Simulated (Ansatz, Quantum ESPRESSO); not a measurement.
# Al2O2, 1 layer: response to a perpendicular field, part 2 of 5

Wanted: polarisability and gap of Al2O2, 1 layer against a perpendicular field.

Quantum ESPRESSO 7.5; plane-wave DFT, PBE, SG15 norm-conserving pseudopotentials; geometry and cross-check by Ansatz 0.2.0 with PAW datasets.

So far: The starting structure; Geometry from Ansatz.

**3. SCF with pw.x: no field**

The zero-field run is the reference. tefield and dipfield are on already, so that all runs share k-points and boundary.

Level of this step: plane-wave DFT, PBE, SG15 norm-conserving pseudopotentials (Quantum ESPRESSO 7.5).

Input file f0.in:

```
&control
  prefix = 'f0'
  outdir = './out'
  pseudo_dir = './pseudo'
  calculation = 'scf'
  tprnfor = .true.
  tefield = .true.
  dipfield = .true.
/
&system
  ibrav = 0
  nat = 4
  ntyp = 2
  ecutwfc = 60
  ecutrho = 240
  occupations = 'smearing'
  smearing = 'fd'
  degauss = 0.004
  edir = 3
  emaxpos = 0.97
  eopreg = 0.04
  eamp = 0.0
/
&electrons
  conv_thr = 1e-09
  mixing_beta = 0.4
  electron_maxstep = 120
  mixing_mode = 'plain'
/
ATOMIC_SPECIES
  O   15.9990  O_ONCV_PBE-1.2.upf
  Al  26.9815  Al_ONCV_PBE-1.2.upf
CELL_PARAMETERS angstrom
  2.96594065045605 0.00000000000000 -0.00000000000000
  -1.48297032522802 2.56857994941188 0.00000000000000
  -0.00000000000000 -0.00000000000000 21.07114263470000
ATOMIC_POSITIONS crystal
  O   0.333333333333 0.666666666667 0.406342977685
  Al  0.000000000000 -0.000000000000 0.437788099208
  Al  0.000000000000 -0.000000000000 0.562211901822
  O   0.333333333333 0.666666666667 0.593657021285
K_POINTS automatic
  12 12 1 0 0 0
```

The run is started by

```sh
$ OMP_NUM_THREADS=1 mpirun -n 4 pw.x -nk 4 -in f0.in > f0.out
```

Output:

```text
Program PWSCF v.7.5 starts
[citation notice left out]

     Parallel version (MPI & OpenMP), running on       4 processor cores
     Number of MPI processes:                 4
     Threads/MPI process:                     1

     MPI processes distributed on     1 nodes
[...]
Current dimensions of program PWSCF are:
     Max number of different atomic species (ntypx) = 10
     Max number of k-points (npk) =  40000
     Max angular momentum in pseudopotentials (lmaxx) =  4
     Presently no symmetry can be used with electric field

     K-points division:     npool     =       4
     Subspace diagonalization in iterative solution of the eigenvalue problem:
     a serial algorithm will be used

     G-vector sticks info
     --------------------
     sticks:   dense  smooth     PW     G-vecs:    dense   smooth      PW
     Sum         511     511    163                67943    67943   12659

     Using Slab Decomposition

     bravais-lattice index     =            0
     lattice parameter (alat)  =       5.6048  a.u.
     unit-cell volume          =    1083.2788 (a.u.)^3
     number of atoms/cell      =            4
     number of atomic types    =            2
     number of electrons       =        34.00
     number of Kohn-Sham states=           21
     kinetic-energy cutoff     =      60.0000  Ry
     charge density cutoff     =     240.0000  Ry
     scf convergence threshold =      1.0E-09
     mixing beta               =       0.4000
     number of iterations used =            8  plain     mixing
     Exchange-correlation= PBE
                           (   1   4   3   4   0   0   0)

     celldm(1)=   5.604816  celldm(2)=   0.000000  celldm(3)=   0.000000
     celldm(4)=   0.000000  celldm(5)=   0.000000  celldm(6)=   0.000000

     crystal axes: (cart. coord. in units of alat)
               a(1) = (   1.000000   0.000000  -0.000000 )
               a(2) = (  -0.500000   0.866025   0.000000 )
               a(3) = (  -0.000000  -0.000000   7.104371 )

     reciprocal axes: (cart. coord. in units 2 pi/alat)
               b(1) = (  1.000000  0.577350  0.000000 )
               b(2) = (  0.000000  1.154701  0.000000 )
               b(3) = (  0.000000  0.000000  0.140758 )

     PseudoPot. # 1 for O  read from file:
     ./pseudo/O_ONCV_PBE-1.2.upf
     Pseudo is Norm-conserving, Zval =  6.0
     Generated using ONCVPSP code by D. R. Hamann
     Using radial grid of  602 points,  4 beta functions with:
                l(1) =   0
                l(2) =   0
                l(3) =   1
                l(4) =   1

     PseudoPot. # 2 for Al read from file:
     ./pseudo/Al_ONCV_PBE-1.2.upf
     Pseudo is Norm-conserving, Zval = 11.0
     Generated using ONCVPSP code by D. R. Hamann
     Using radial grid of  602 points,  4 beta functions with:
                l(1) =   0
                l(2) =   0
                l(3) =   1
                l(4) =   1

     atomic species   valence    mass     pseudopotential
     O                 6.00    15.99900     O ( 1.00)
     Al               11.00    26.98150     Al( 1.00)

     No symmetry found

   Cartesian axes

     site n.     atom                  positions (alat units)
         1        O      tau(   1) = (  -0.0000000   0.5773503   2.8868113  )
         2        Al     tau(   2) = (   0.0000000   0.0000000   3.1102091  )
         3        Al     tau(   3) = (   0.0000000   0.0000000   3.9941619  )
         4        O      tau(   4) = (  -0.0000000   0.5773503   4.2175597  )

     number of k points=    74  Fermi-Dirac smearing, width (Ry)=  0.0040
                       cart. coord. in units 2pi/alat
        k(    1) = (   0.0000000   0.0000000   0.0000000), wk =   0.0138889
        k(    2) = (   0.0000000   0.0962250   0.0000000), wk =   0.0277778
        k(    3) = (   0.0000000   0.1924501   0.0000000), wk =   0.0277778
        k(    4) = (   0.0000000   0.2886751   0.0000000), wk =   0.0277778
        k(    5) = (   0.0000000   0.3849002   0.0000000), wk =   0.0277778
        k(    6) = (   0.0000000   0.4811252   0.0000000), wk =   0.0277778
        k(    7) = (   0.0000000  -0.5773503   0.0000000), wk =   0.0138889
        k(    8) = (   0.0833333   0.0481125   0.0000000), wk =   0.0277778
        k(    9) = (   0.0833333   0.1443376   0.0000000), wk =   0.0277778
        k(   10) = (   0.0833333   0.2405626   0.0000000), wk =   0.0277778
[...]
k(   74) = (  -0.5000000  -0.8660254   0.0000000), wk =   0.0138889

     Dense  grid:    67943 G-vectors     FFT dimensions: (  27,  27, 200)

     Estimated max dynamical RAM per process >     110.67 MB

     Estimated total dynamical RAM >     392.93 MB

     Initial potential from superposition of free atoms

     starting charge      33.8350, renormalised to      34.0000

     negative rho (up, down):  6.443E-04 0.000E+00

     Adding external electric field

     Computed dipole along edir(3) :
        Dipole               -0.0000 Ry au,         -0.0000 Debye
        Dipole field         -0.0000 Ry au,

        Potential amp.        0.0000 Ry
        Total length         38.2259 bohr

     Starting wfcs are random

     total cpu time spent up to now is        1.5 secs

     per-process dynamical memory:    84.8 Mb

     Self-consistent Calculation

     iteration #  1     ecut=    60.00 Ry     beta= 0.40
     Davidson diagonalization with overlap
     ethr =  1.00E-02,  avg # of iterations = 11.5

     negative rho (up, down):  2.219E-04 0.000E+00

     Adding external electric field

     Computed dipole along edir(3) :
        Dipole                0.0013 Ry au,          0.0032 Debye
        Dipole field          0.0000 Ry au,

        Potential amp.       -0.0011 Ry
        Total length         38.2259 bohr

     total cpu time spent up to now is       13.6 secs

     total energy              =    -340.90170572 Ry
     estimated scf accuracy    <       0.71734356 Ry

     iteration #  2     ecut=    60.00 Ry     beta= 0.40
[...]
negative rho (up, down):  1.141E-04 0.000E+00

[...]
Dipole               -0.0004 Ry au,         -0.0011 Debye
[...]
total energy              =    -341.04880477 Ry
     estimated scf accuracy    <       0.05316002 Ry

     iteration #  3     ecut=    60.00 Ry     beta= 0.40
[...]
negative rho (up, down):  3.557E-05 0.000E+00

[...]
Dipole                0.0013 Ry au,          0.0032 Debye
[...]
total energy              =    -341.05466184 Ry
     estimated scf accuracy    <       0.01087682 Ry

     iteration #  4     ecut=    60.00 Ry     beta= 0.40
[...]
negative rho (up, down):  2.224E-07 0.000E+00

[...]
Dipole               -0.0031 Ry au,         -0.0080 Debye
[...]
total energy              =    -341.05503908 Ry
     estimated scf accuracy    <       0.00173907 Ry

     iteration #  5     ecut=    60.00 Ry     beta= 0.40
[...]
negative rho (up, down):  1.247E-08 0.000E+00

[...]
Dipole                0.0026 Ry au,          0.0067 Debye
[...]
total energy              =    -341.05512677 Ry
     estimated scf accuracy    <       0.00004257 Ry

     iteration #  6     ecut=    60.00 Ry     beta= 0.40
[...]
Dipole               -0.0000 Ry au,         -0.0001 Debye
[...]
total energy              =    -341.05513755 Ry
     estimated scf accuracy    <       0.00002275 Ry

     iteration #  7     ecut=    60.00 Ry     beta= 0.40
[...]
Dipole               -0.0000 Ry au,         -0.0000 Debye
[...]
total energy              =    -341.05514046 Ry
     estimated scf accuracy    <       0.00000133 Ry

     iteration #  8     ecut=    60.00 Ry     beta= 0.40
[...]
Dipole                0.0000 Ry au,          0.0000 Debye
[...]
total energy              =    -341.05514079 Ry
     estimated scf accuracy    <       0.00000009 Ry

     iteration #  9     ecut=    60.00 Ry     beta= 0.40
[...]
Dipole                0.0000 Ry au,          0.0000 Debye
[...]
total energy              =    -341.05514081 Ry
     estimated scf accuracy    <          8.8E-09 Ry

     iteration # 10     ecut=    60.00 Ry     beta= 0.40
[...]
Dipole                0.0000 Ry au,          0.0000 Debye
[...]
total energy              =    -341.05514081 Ry
     estimated scf accuracy    <          1.7E-09 Ry

     iteration # 11     ecut=    60.00 Ry     beta= 0.40
[...]
Dipole                0.0000 Ry au,          0.0001 Debye
[...]
End of self-consistent calculation

          k = 0.0000 0.0000 0.0000 (  8379 PWs)   bands (ev):

  -103.8090-103.8079 -65.3234 -65.3234 -65.3221 -65.3221 -65.2560 -65.2402
   -21.2418 -21.1760  -8.1805  -6.0652  -5.1969  -5.1969  -5.1733  -5.1733
    -3.0736   1.0284   3.2146   4.1462   4.2540

          k = 0.0000 0.0962 0.0000 (  8424 PWs)   bands (ev):

  -103.8094-103.8081 -65.3243 -65.3236 -65.3230 -65.3223 -65.2559 -65.2401
   -21.1876 -21.1241  -8.0915  -6.0089  -5.5212  -5.4913  -5.2476  -5.2245
    -2.9103   1.3629   3.4093   4.2825   4.4328

          k = 0.0000 0.1925 0.0000 (  8476 PWs)   bands (ev):

  -103.8093-103.8084 -65.3268 -65.3255 -65.3242 -65.3229 -65.2556 -65.2398
   -21.0352 -20.9775  -7.8776  -6.3129  -6.1864  -5.7723  -5.3798  -5.3538
    -2.5957   2.1531   3.8834   4.6609   4.9288

          k = 0.0000 0.2887 0.0000 (  8490 PWs)   bands (ev):

  -103.8093-103.8079 -65.3302 -65.3288 -65.3251 -65.3238 -65.2552 -65.2395
   -20.8157 -20.7667  -7.8591  -7.1865  -6.5694  -5.5508  -5.5224  -5.5137
    -2.2737   3.0316   3.9592   5.1777   5.1795

          k = 0.0000 0.3849 0.0000 (  8520 PWs)   bands (ev):

  -103.8090-103.8079 -65.3336 -65.3322 -65.3259 -65.3246 -65.2548 -65.2391
   -20.5825 -20.5425  -8.3346  -7.9685  -6.2487  -5.7150  -5.6807  -5.2201
    -1.9711   2.5353   3.6553   5.7222   5.8665

          k = 0.0000 0.4811 0.0000 (  8516 PWs)   bands (ev):

  -103.8086-103.8077 -65.3361 -65.3347 -65.3266 -65.3252 -65.2545 -65.2389
   -20.4007 -20.3687  -8.7876  -8.5011  -5.8308  -5.7932  -5.7575  -4.9868
    -1.6859   1.2103   3.8546   6.1821   6.5044

[...]
the Fermi energy is    -0.0365 ev

!    total energy              =    -341.05514081 Ry
     estimated scf accuracy    <          3.3E-10 Ry
     smearing contrib. (-TS)   =      -0.00000002 Ry
     internal energy E=F+TS    =    -341.05514079 Ry

     The total energy is F=E-TS. E is the sum of the following terms:
     one-electron contribution =   -2105.90122729 Ry
     hartree contribution      =    1032.54021479 Ry
     xc contribution           =     -45.65619606 Ry
     ewald contribution        =     777.96206775 Ry
     electric field correction =       0.00000000 Ry

     convergence has been achieved in  11 iterations

     Forces acting on atoms (cartesian axes, Ry/au):

     atom    1 type  1   force =    -0.00000011   -0.00000001    0.00566425
     atom    2 type  2   force =    -0.00000002    0.00000008   -0.00339558
     atom    3 type  2   force =    -0.00000004    0.00000002    0.00339260
     atom    4 type  1   force =     0.00000017   -0.00000008   -0.00566127

     Total force =     0.009337     Total SCF correction =     0.000045

[...]
=------------------------------------------------------------------------------=
   JOB DONE.
=------------------------------------------------------------------------------=
```

Elapsed: 51 s, on 4 MPI ranks of Arm Neoverse V2, shared host; peak memory 0.55 GiB.

Numbers from this step:

- free energy: -4640.2916 eV
- Fermi energy: -0.0365 eV
- dipole along the normal: 2.08e-5 e·Å
- valence top, on the run's zero: -0.6873 eV
- conduction bottom, on the run's zero: 0.6382 eV
- gap by band count: 1.326 eV

The run needed 11 iterations to bring the estimated error under 1e-09 Ry; the largest force on any atom, held or free, is 0.15 eV/Å.

**4. Electrostatic potential**

The vacuum level is read from the electrostatic potential (plot_num = 11), averaged over planes.

Input file f0.pot.in:

```
&inputpp
  prefix = 'f0'
  outdir = './out'
  filplot = 'f0.pot.dat'
  plot_num = 11
/
```

The run is started by

```sh
$ OMP_NUM_THREADS=1 mpirun -n 4 pp.x -in f0.pot.in > f0.pot.out
```

Run time: 0.66 s. Hardware: 4 MPI ranks; peak memory 0.09 GiB.

This step gave:

* slope of the potential above: 1.05e-4 eV/Å
* upper vacuum line continued to the top atoms, over the valence top: 4.987 eV
* slope of the potential below: -1.15e-4 eV/Å
* lower vacuum line continued to the bottom atoms, over the valence top: 4.987 eV
* vacuum level at the upper face over the valence top of the mesh: 4.987 eV
* vacuum level at the lower face over the valence top of the mesh: 4.987 eV

The vacuum is flat to 0.1 meV/Å, so its level is well defined. Inside the slab the curve depends on the local part of the pseudopotentials; only the vacuum level has a meaning of its own.

(Part 2 of 5 ends here.)

[Logs are printed without paths, hosts, clocks, repeated set-up lines and the standing remarks that a program may print on its own settings, such as how far it seeks lower states.]

[Hosts, paths, dates, database ids (printed as entryN), source tags and the programs' standing remarks are cut or masked in the printed files.]

[Maps of the electrostatic potential energy from Ansatz leave out the sawtooth potential of an applied field or a dipole correction, so their vacuum need not be flat; planar profiles and work functions include it.]
